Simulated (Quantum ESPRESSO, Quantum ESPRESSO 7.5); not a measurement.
# Na(100), 5 layers: test of the smearing

Wanted: the cheapest sound input for Na(100), 5 layers, from a series that sets result against time.

Calculated with Quantum ESPRESSO 7.5; plane-wave DFT, PBE, SSSP efficiency pseudopotentials.

### 1. Starting point

The cell holds 5 atoms: 5 Na. Its edges and angles: a = 4.230 Å, b = 4.230 Å, c = 24.460 Å, α = 90.0°, β = 90.0°, γ = 90.0°. It derives from Na. Vacuum lies along c.

### 2. Ground state: mv smearing, 0.01 Ry

The first run is the reference of the series.

Input file c0.in:

```
&control
  prefix = 'c0'
  outdir = './out'
  pseudo_dir = './pseudo'
  calculation = 'scf'
  tprnfor = .true.
/
&system
  ibrav = 0
  nat = 5
  ntyp = 1
  ecutwfc = 45
  ecutrho = 360
  occupations = 'smearing'
  smearing = 'mv'
  degauss = 0.01
  assume_isolated = 'esm'
  esm_bc = 'bc1'
/
&electrons
  conv_thr = 1e-07
  mixing_beta = 0.4
  electron_maxstep = 120
  mixing_mode = 'local-TF'
/
ATOMIC_SPECIES
  Na  22.9898  na_pbe_v1.5.uspp.F.UPF
CELL_PARAMETERS angstrom
  4.23000000000000 0.00000000000000 0.00000000000000
  0.00000000000000 4.23000000000000 0.00000000000000
  0.00000000000000 0.00000000000000 24.46000000000000
ATOMIC_POSITIONS crystal
  Na  0.000000000000 0.000000000000 -0.172935404742
  Na  0.500000000000 0.500000000000 -0.086467702371
  Na  0.000000000000 0.000000000000 0.000000000000
  Na  0.500000000000 0.500000000000 0.086467702371
  Na  0.000000000000 0.000000000000 0.172935404742
K_POINTS automatic
  8 8 1 0 0 0
```

Started as:

```sh
OMP_NUM_THREADS=1 mpirun -n 4 pw.x -nk 4 -in c0.in > c0.out
```

The program printed:

```text
Program PWSCF v.7.5 starts
[citation notice left out]

     Parallel version (MPI & OpenMP), running on       4 processor cores
     Number of MPI processes:                 4
     Threads/MPI process:                     1

     MPI processes distributed on     1 nodes
[...]
Current dimensions of program PWSCF are:
     Max number of different atomic species (ntypx) = 10
     Max number of k-points (npk) =  40000
     Max angular momentum in pseudopotentials (lmaxx) =  4
     Message from routine setup:
     using ibrav=0 with symmetry is DISCOURAGED, use correct ibrav instead

     K-points division:     npool     =       4
     Subspace diagonalization in iterative solution of the eigenvalue problem:
     a serial algorithm will be used

     G-vector sticks info
     --------------------
     sticks:   dense  smooth     PW     G-vecs:    dense   smooth      PW
     Sum        1829     917    277               340443   120265   19111

     Using Slab Decomposition

     bravais-lattice index     =            0
     lattice parameter (alat)  =       7.9935  a.u.
     unit-cell volume          =    2953.4783 (a.u.)^3
     number of atoms/cell      =            5
     number of atomic types    =            1
     number of electrons       =        45.00
     number of Kohn-Sham states=           28
     kinetic-energy cutoff     =      45.0000  Ry
     charge density cutoff     =     360.0000  Ry
     scf convergence threshold =      1.0E-07
     mixing beta               =       0.4000
     number of iterations used =            8  local-TF  mixing
     Exchange-correlation=  SLA  PW   PBX  PBC
                           (   1   4   3   4   0   0   0)

     Effective Screening Medium Method
     =================================
     Boundary Conditions: Vacuum-Slab-Vacuum
     total charge in unit cell        =   0.0000
     grid points for fit at edges     =        4

     celldm(1)=   7.993542  celldm(2)=   0.000000  celldm(3)=   0.000000
     celldm(4)=   0.000000  celldm(5)=   0.000000  celldm(6)=   0.000000

     crystal axes: (cart. coord. in units of alat)
               a(1) = (   1.000000   0.000000   0.000000 )
               a(2) = (   0.000000   1.000000   0.000000 )
               a(3) = (   0.000000   0.000000   5.782506 )

     reciprocal axes: (cart. coord. in units 2 pi/alat)
               b(1) = (  1.000000  0.000000  0.000000 )
               b(2) = (  0.000000  1.000000  0.000000 )
               b(3) = (  0.000000  0.000000  0.172935 )

     PseudoPot. # 1 for Na read from file:
     ./pseudo/na_pbe_v1.5.uspp.F.UPF
     Pseudo is Ultrasoft, Zval =  9.0
     Generated by new atomic code, or converted to UPF format
     Using radial grid of  819 points,  5 beta functions with:
                l(1) =   0
                l(2) =   0
                l(3) =   1
                l(4) =   1
                l(5) =   2
     Q(r) pseudized with  8 coefficients,  rinner =    1.250   1.250   1.250
                                                       1.250   1.250

     atomic species   valence    mass     pseudopotential
     Na                9.00    22.98980     Na( 1.00)

     16 Sym. Ops., with inversion, found

   Cartesian axes

     site n.     atom                  positions (alat units)
         1        Na     tau(   1) = (   0.0000000   0.0000000  -1.0000000  )
         2        Na     tau(   2) = (   0.5000000   0.5000000  -0.5000000  )
         3        Na     tau(   3) = (   0.0000000   0.0000000   0.0000000  )
         4        Na     tau(   4) = (   0.5000000   0.5000000   0.5000000  )
         5        Na     tau(   5) = (   0.0000000   0.0000000   1.0000000  )

     number of k points=    15  Marzari-Vanderbilt smearing, width (Ry)=  0.0100
                       cart. coord. in units 2pi/alat
        k(    1) = (   0.0000000   0.0000000   0.0000000), wk =   0.0312500
        k(    2) = (   0.0000000   0.1250000   0.0000000), wk =   0.1250000
        k(    3) = (   0.0000000   0.2500000   0.0000000), wk =   0.1250000
        k(    4) = (   0.0000000   0.3750000   0.0000000), wk =   0.1250000
        k(    5) = (   0.0000000  -0.5000000   0.0000000), wk =   0.0625000
        k(    6) = (   0.1250000   0.1250000   0.0000000), wk =   0.1250000
        k(    7) = (   0.1250000   0.2500000   0.0000000), wk =   0.2500000
        k(    8) = (   0.1250000   0.3750000   0.0000000), wk =   0.2500000
        k(    9) = (   0.1250000  -0.5000000   0.0000000), wk =   0.1250000
        k(   10) = (   0.2500000   0.2500000   0.0000000), wk =   0.1250000
[...]
k(   15) = (  -0.5000000  -0.5000000   0.0000000), wk =   0.0312500

     Dense  grid:   340443 G-vectors     FFT dimensions: (  50,  50, 288)

     Smooth grid:   120265 G-vectors     FFT dimensions: (  36,  36, 200)

     Estimated max dynamical RAM per process >     394.65 MB

     Estimated total dynamical RAM >       1.30 GB

     Initial potential from superposition of free atoms

     starting charge      44.9685, renormalised to      45.0000

     negative rho (up, down):  1.844E-03 0.000E+00
     Starting wfcs are   25 randomized atomic wfcs +    3 random wfcs

     total cpu time spent up to now is        2.7 secs

     per-process dynamical memory:   187.1 Mb

     Self-consistent Calculation

     iteration #  1     ecut=    45.00 Ry     beta= 0.40
     Davidson diagonalization with overlap
     ethr =  1.00E-02,  avg # of iterations = 18.7

     Threshold (ethr) on eigenvalues was too large:
     Diagonalizing with lowered threshold

     Davidson diagonalization with overlap
     c_bands:  3 eigenvalues not converged
     c_bands:  4 eigenvalues not converged
     c_bands:  1 eigenvalues not converged
     c_bands:  2 eigenvalues not converged
     ethr =  9.01E-05,  avg # of iterations = 22.9

     negative rho (up, down):  1.639E-04 0.000E+00

     total cpu time spent up to now is        7.9 secs

     total energy              =    -476.69942407 Ry
     estimated scf accuracy    <       0.12106858 Ry

     iteration #  2     ecut=    45.00 Ry     beta= 0.40
[...]
negative rho (up, down):  4.336E-08 0.000E+00

[...]
total energy              =    -476.68404785 Ry
     estimated scf accuracy    <       0.07577286 Ry

     iteration #  3     ecut=    45.00 Ry     beta= 0.40
[...]
total energy              =    -476.68957907 Ry
     estimated scf accuracy    <       0.00597585 Ry

     iteration #  4     ecut=    45.00 Ry     beta= 0.40
[...]
c_bands:  2 eigenvalues not converged
     c_bands:  3 eigenvalues not converged
     c_bands:  2 eigenvalues not converged
     c_bands:  2 eigenvalues not converged
[...]
total energy              =    -476.69169753 Ry
     estimated scf accuracy    <       0.00393899 Ry

     iteration #  5     ecut=    45.00 Ry     beta= 0.40
[...]
c_bands:  1 eigenvalues not converged
[...]
total energy              =    -476.69175060 Ry
     estimated scf accuracy    <       0.00222155 Ry

     iteration #  6     ecut=    45.00 Ry     beta= 0.40
[...]
c_bands:  1 eigenvalues not converged
[...]
total energy              =    -476.69185056 Ry
     estimated scf accuracy    <       0.00133709 Ry

     iteration #  7     ecut=    45.00 Ry     beta= 0.40
[...]
c_bands:  1 eigenvalues not converged
[...]
negative rho (up, down):  1.015E-03 0.000E+00

[...]
total energy              =    -476.69151146 Ry
     estimated scf accuracy    <       0.00066296 Ry

     iteration #  8     ecut=    45.00 Ry     beta= 0.40
[...]
c_bands:  1 eigenvalues not converged
[...]
negative rho (up, down):  5.674E-05 0.000E+00

[...]
total energy              =    -476.69129374 Ry
     estimated scf accuracy    <       0.00063765 Ry

     iteration #  9     ecut=    45.00 Ry     beta= 0.40
[...]
negative rho (up, down):  8.310E-05 0.000E+00

[...]
total energy              =    -476.69091760 Ry
     estimated scf accuracy    <       0.00006958 Ry

     iteration # 10     ecut=    45.00 Ry     beta= 0.40
[...]
c_bands:  2 eigenvalues not converged
     c_bands:  1 eigenvalues not converged
[...]
negative rho (up, down):  1.009E-06 0.000E+00

[...]
total energy              =    -476.69089941 Ry
     estimated scf accuracy    <       0.00001260 Ry

     iteration # 11     ecut=    45.00 Ry     beta= 0.40
[...]
negative rho (up, down):  8.929E-05 0.000E+00

[...]
total energy              =    -476.69079425 Ry
     estimated scf accuracy    <       0.00000310 Ry

     iteration # 12     ecut=    45.00 Ry     beta= 0.40
[...]
c_bands:  2 eigenvalues not converged
     c_bands:  1 eigenvalues not converged
     c_bands:  1 eigenvalues not converged
[...]
negative rho (up, down):  7.976E-05 0.000E+00

[...]
total energy              =    -476.69080178 Ry
     estimated scf accuracy    <       0.00000363 Ry

     iteration # 13     ecut=    45.00 Ry     beta= 0.40
[...]
negative rho (up, down):  2.490E-05 0.000E+00

[...]
total energy              =    -476.69081734 Ry
     estimated scf accuracy    <       0.00000059 Ry

     iteration # 14     ecut=    45.00 Ry     beta= 0.40
[...]
negative rho (up, down):  2.714E-05 0.000E+00

[...]
End of self-consistent calculation

          k = 0.0000 0.0000 0.0000 ( 15027 PWs)   bands (ev):

   -55.9738 -55.9738 -55.6851 -55.6486 -55.6486 -27.9029 -27.9029 -27.8847
   -27.8847 -27.8846 -27.8846 -27.6113 -27.6049 -27.6049 -27.5700 -27.5684
   -27.5684 -27.5666 -27.5666 -27.5659  -5.6285  -4.9178  -3.8543  -2.6234
    -1.4648  -0.4250  -0.1273   1.0457

          k = 0.0000 0.1250 0.0000 ( 15079 PWs)   bands (ev):

   -55.9738 -55.9738 -55.6851 -55.6486 -55.6486 -27.9029 -27.9029 -27.8853
   -27.8853 -27.8846 -27.8846 -27.6114 -27.6058 -27.6045 -27.5698 -27.5689
   -27.5684 -27.5672 -27.5669 -27.5658  -5.4935  -4.7840  -3.7224  -2.4942
    -1.3397  -0.2999  -0.0039   0.6170

          k = 0.0000 0.2500 0.0000 ( 15121 PWs)   bands (ev):

   -55.9738 -55.9738 -55.6850 -55.6486 -55.6486 -27.9028 -27.9028 -27.8870
   -27.8870 -27.8844 -27.8844 -27.6118 -27.6081 -27.6037 -27.5707 -27.5696
   -27.5683 -27.5675 -27.5673 -27.5660  -5.0904  -4.3847  -3.3285  -2.1093
    -1.0637  -0.8518  -0.2988   0.1510

          k = 0.0000 0.3750 0.0000 ( 15089 PWs)   bands (ev):

   -55.9737 -55.9737 -55.6850 -55.6486 -55.6485 -27.9027 -27.9027 -27.8887
   -27.8887 -27.8843 -27.8843 -27.6123 -27.6102 -27.6029 -27.5726 -27.5698
   -27.5682 -27.5681 -27.5666 -27.5665  -4.4251  -3.7258  -2.6825  -2.3408
    -1.6918  -1.4222  -0.6671  -0.2378

          k = 0.0000-0.5000 0.0000 ( 15042 PWs)   bands (ev):

   -55.9737 -55.9737 -55.6850 -55.6486 -55.6485 -27.9026 -27.9026 -27.8893
   -27.8893 -27.8842 -27.8842 -27.6126 -27.6110 -27.6025 -27.5734 -27.5698
   -27.5684 -27.5682 -27.5670 -27.5661  -3.5290  -3.4848  -2.8848  -2.7382
    -1.8414  -1.6961  -0.7230  -0.3676

          k = 0.1250 0.1250 0.0000 ( 15088 PWs)   bands (ev):

   -55.9738 -55.9738 -55.6851 -55.6486 -55.6486 -27.9028 -27.9028 -27.8853
   -27.8853 -27.8853 -27.8853 -27.6115 -27.6057 -27.6054 -27.5696 -27.5691
   -27.5687 -27.5677 -27.5671 -27.5658  -5.3588  -4.6506  -3.5908  -2.3649
    -1.2147  -0.1743   0.1230   0.5214

[...]
the Fermi energy is    -2.5632 ev

!    total energy              =    -476.69081480 Ry
     estimated scf accuracy    <       0.00000002 Ry
     smearing contrib. (-TS)   =      -0.00040919 Ry
     internal energy E=F+TS    =    -476.69040560 Ry

     The total energy is F=E-TS. E is the sum of the following terms:
     one-electron contribution =    2163.75616903 Ry
     hartree contribution      =   -1087.19657203 Ry
     xc contribution           =     -71.47653406 Ry
     ewald contribution        =   -1481.77346854 Ry

     convergence has been achieved in  14 iterations

     Forces acting on atoms (cartesian axes, Ry/au):

     atom    1 type  1   force =     0.00000000    0.00000000    0.00057725
     atom    2 type  1   force =     0.00000000    0.00000000   -0.00057240
     atom    3 type  1   force =     0.00000000    0.00000000    0.00000000
     atom    4 type  1   force =     0.00000000    0.00000000    0.00057240
     atom    5 type  1   force =     0.00000000    0.00000000   -0.00057725

     Total force =     0.001150     Total SCF correction =     0.000654
     SCF correction compared to forces is large: reduce conv_thr to get better values

[...]
=------------------------------------------------------------------------------=
   JOB DONE.
=------------------------------------------------------------------------------=
[...]
```

The job ended after 32 s (4 MPI ranks of AMD EPYC 9R45, shared host; peak memory 0.97 GiB).

Numbers from this step:

| Item | Value |
| --- | --- |
| free energy | -6485.7089 eV |
| Fermi energy | -2.563 eV |
| vacuum line at the lower end of the cell, over the Fermi level | 2.563 eV |
| vacuum line at the upper end of the cell, over the Fermi level | 2.563 eV |

Electrostatic potential energy of an electron; zero at the Fermi level. Potential energy, planar mean against z:

z (Å), potential energy, planar mean (eV) and a bar:
```
    -12.0        2.6 ###
    -11.5        2.6 ###
    -11.0        2.6 ###
    -10.5        2.6 ###
    -10.0        2.6 ###
     -9.5        2.6 ###
     -9.0        2.6 ###
     -8.5        2.6 ###
     -8.0        2.6 ###
     -7.5        2.5 ###
     -7.0        2.5 ###
     -6.5        2.4 ###
     -6.0        2.2 ###
     -5.5        1.7 ##
     -5.0        0.9 
     -4.5       13.7 #######################
     -4.0       14.7 #########################
     -3.5        0.9 
     -3.0        0.7 
     -2.5       10.0 #################
     -2.0       16.7 #############################
     -1.5        2.6 ###
     -1.0        0.7 
     -0.5        5.9 #########
      0.0       17.5 ##############################
      0.5        5.9 #########
      1.0        0.7 
      1.5        2.6 ###
      2.0       16.7 #############################
      2.5       10.0 #################
      3.0        0.7 
      3.5        0.9 
      4.0       14.7 #########################
      4.5       13.7 #######################
      5.0        0.9 
      5.5        1.7 ##
      6.0        2.2 ###
      6.5        2.4 ###
      7.0        2.5 ###
      7.5        2.5 ###
      8.0        2.6 ###
      8.5        2.6 ###
      9.0        2.6 ###
      9.5        2.6 ###
     10.0        2.6 ###
     10.5        2.6 ###
     11.0        2.6 ###
     11.5        2.6 ###
     12.0        2.6 ###
```

The program's own clock; routines nest. Time by routine:

| routine | wall time (s) | calls |
| --- | --- | --- |
| PWSCF | 30.89 | 1 |
| electrons | 27.8 | 1 |
| c_bands | 17.77 | 15 |
| cegterg | 14.56 | 60 |
| h_psi | 9.55 | 767 |
| fftw | 7.15 | 13208 |
| vloc_psi | 7.09 | 767 |
| sum_band | 3.22 | 15 |
| mix_rho | 2.93 | 15 |
| init_run | 2.62 | 1 |
| v_of_rho | 2.23 | 15 |
| newd | 1.74 | 15 |
| ffts | 1.66 | 1361 |
| calbec | 1.54 | 843 |

The vacuum levels are read from the outermost 0.7 Å of the cell on either side.

The run needed 14 iterations to bring the estimated error under 1e-07 Ry; the largest force on any atom, held or free, is 0.01 eV/Å.

Inside the slab this potential holds the local part of the pseudopotentials, which can be repulsive at the nuclei; only its value in the vacuum has a meaning of its own.

### 3. SCF with pw.x: mv smearing, 0.02 Ry

c1.in, as its differences from the input of step 2:

```diff
@@ -1,3 +1,3 @@
 &control
-  prefix = 'c0'
+  prefix = 'c1'
   outdir = './out'
@@ -15,3 +15,3 @@
   smearing = 'mv'
-  degauss = 0.01
+  degauss = 0.02
   assume_isolated = 'esm'
```

Started as:

```sh
OMP_NUM_THREADS=1 mpirun -n 4 pw.x -nk 4 -in c1.in > c1.out
```

The program printed:

```text
[banner, memory and clock lines left out]
Program PWSCF v.7.5 starts
[...]
Message from routine setup:
[...]
number of electrons       =        45.00
     number of Kohn-Sham states=           28
     kinetic-energy cutoff     =      45.0000  Ry
     charge density cutoff     =     360.0000  Ry
[...]
number of k points=    15  Marzari-Vanderbilt smearing, width (Ry)=  0.0200
[...]
Dense  grid:   340443 G-vectors     FFT dimensions: (  50,  50, 288)
[...]
negative rho (up, down):  1.844E-03 0.000E+00
     Starting wfcs are   25 randomized atomic wfcs +    3 random wfcs
[...]
negative rho (up, down):  1.679E-04 0.000E+00
[...]
estimated scf accuracy    <       0.12081539 Ry
[...]
negative rho (up, down):  5.385E-08 0.000E+00
[...]
estimated scf accuracy    <       0.07849465 Ry
[...]
estimated scf accuracy    <       0.00493888 Ry
[...]
estimated scf accuracy    <       0.00321890 Ry
[...]
estimated scf accuracy    <       0.00226859 Ry
[...]
estimated scf accuracy    <       0.00108886 Ry
[...]
negative rho (up, down):  9.276E-04 0.000E+00
[...]
estimated scf accuracy    <       0.00053598 Ry
[...]
negative rho (up, down):  3.755E-06 0.000E+00
[...]
estimated scf accuracy    <       0.00059123 Ry
[...]
negative rho (up, down):  2.790E-05 0.000E+00
[...]
estimated scf accuracy    <       0.00004809 Ry
[...]
negative rho (up, down):  1.988E-06 0.000E+00
[...]
estimated scf accuracy    <       0.00001738 Ry
[...]
negative rho (up, down):  2.666E-05 0.000E+00
[...]
estimated scf accuracy    <       0.00000832 Ry
[...]
negative rho (up, down):  3.286E-06 0.000E+00
[...]
estimated scf accuracy    <       0.00000253 Ry
[...]
negative rho (up, down):  3.326E-05 0.000E+00
[...]
estimated scf accuracy    <       0.00000029 Ry
[...]
negative rho (up, down):  2.619E-05 0.000E+00
[...]
the Fermi energy is    -2.5758 ev
!    total energy              =    -476.69146549 Ry
     estimated scf accuracy    <       0.00000005 Ry
     smearing contrib. (-TS)   =      -0.00163991 Ry
     internal energy E=F+TS    =    -476.68982558 Ry
[...]
one-electron contribution =    2163.79022701 Ry
     hartree contribution      =   -1087.23053945 Ry
     xc contribution           =     -71.47604460 Ry
     ewald contribution        =   -1481.77346854 Ry
     convergence has been achieved in  14 iterations
[...]
Total force =     0.001497     Total SCF correction =     0.001397
[...]
```

Wall time 31 s (4 MPI ranks); peak memory 1.2 GiB.

This step gave:

| Property | Result |
| --- | --- |
| free energy | -6485.7178 eV |
| Fermi energy | -2.576 eV |
| vacuum line at the lower end of the cell, over the Fermi level | 2.576 eV |
| vacuum line at the upper end of the cell, over the Fermi level | 2.576 eV |

The program's own clock; routines nest. Time by routine:

| routine | wall time (s) | calls |
| --- | --- | --- |
| PWSCF | 30.83 | 1 |
| electrons | 27.72 | 1 |
| c_bands | 17.75 | 15 |
| cegterg | 14.56 | 60 |
| h_psi | 9.52 | 804 |
| fftw | 7.12 | 13282 |
| vloc_psi | 7.04 | 804 |
| sum_band | 3.19 | 15 |
| mix_rho | 2.91 | 15 |
| init_run | 2.63 | 1 |
| v_of_rho | 2.23 | 15 |
| newd | 1.75 | 15 |
| ffts | 1.66 | 1363 |
| calbec | 1.55 | 880 |

Counted from each run's own zero (the Fermi level), the vacuum level differs from the first run's by +13 meV.

[end of part 1 of 3]

[Logs are printed without paths, hosts, clocks, repeated set-up lines and the standing remarks that a program may print on its own settings, such as how far it seeks lower states.]

[Hosts, paths, dates, database ids (printed as entryN), source tags and the programs' standing remarks are cut or masked in the printed files.]

[Maps of the electrostatic potential energy from Ansatz leave out the sawtooth potential of an applied field or a dipole correction, so their vacuum need not be flat; planar profiles and work functions include it.]
